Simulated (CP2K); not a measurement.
Two runs for the C K edge of 1,1-difluoroethane. Run A: CP2K XAS_TDP, all-electron GAPW, PBEh(45%), aug-cc-pVDZ, TDA, no relativity. Run B differs in one setting.

First lines with a strength over 0.0015. A:

```tsv
atom	energy (eV)	states	strength, one atom
C1 (bonded to C and 3 H)	284.07	1	0.0081
	284.83	1	0.0168
	284.84	1	0.0252
	285.41	1	0.0076
	286.24	1	0.0048
C2 (bonded to C, 2 F and H)	287.38	1	0.0763
	287.85	1	0.0494
	288.82	1	0.0240
	289.44	1	0.0016
	290.64	1	0.0162
```

B:

```tsv
atom	energy (eV)	states	strength, one atom
C1 (bonded to C and 3 H)	269.37	1	0.0017
	270.26	1	0.0040
	270.39	1	0.0023
	270.85	1	0.0021
	272.75	1	0.0029
C2 (bonded to C, 2 F and H)	273.17	1	0.0028
	273.77	1	0.0037
	274.66	1	0.0170
	274.86	1	0.0028
	275.20	1	0.0022
```

Q: Which was it: the functional, GW2X switched on, scalar relativity switched on, the basis?

The functional (functional from PBEh(45%) to PBE; the lines alone don't name the new value). A functional moves all lines by electronvolts and changes their spacings and strengths. For C1 and C2 the rule picks another line of the list in the two runs, so no shift is given.

[Banner, clock and machine lines of the logs are left out without a mark of their own.]

[Logs are printed without paths, hosts, clocks, repeated set-up lines and the standing remarks that a program may print on its own settings, such as how far it seeks lower states.]

[Hosts, paths, dates, database ids (printed as entryN), source tags and the programs' standing remarks are cut or masked in the printed files.]
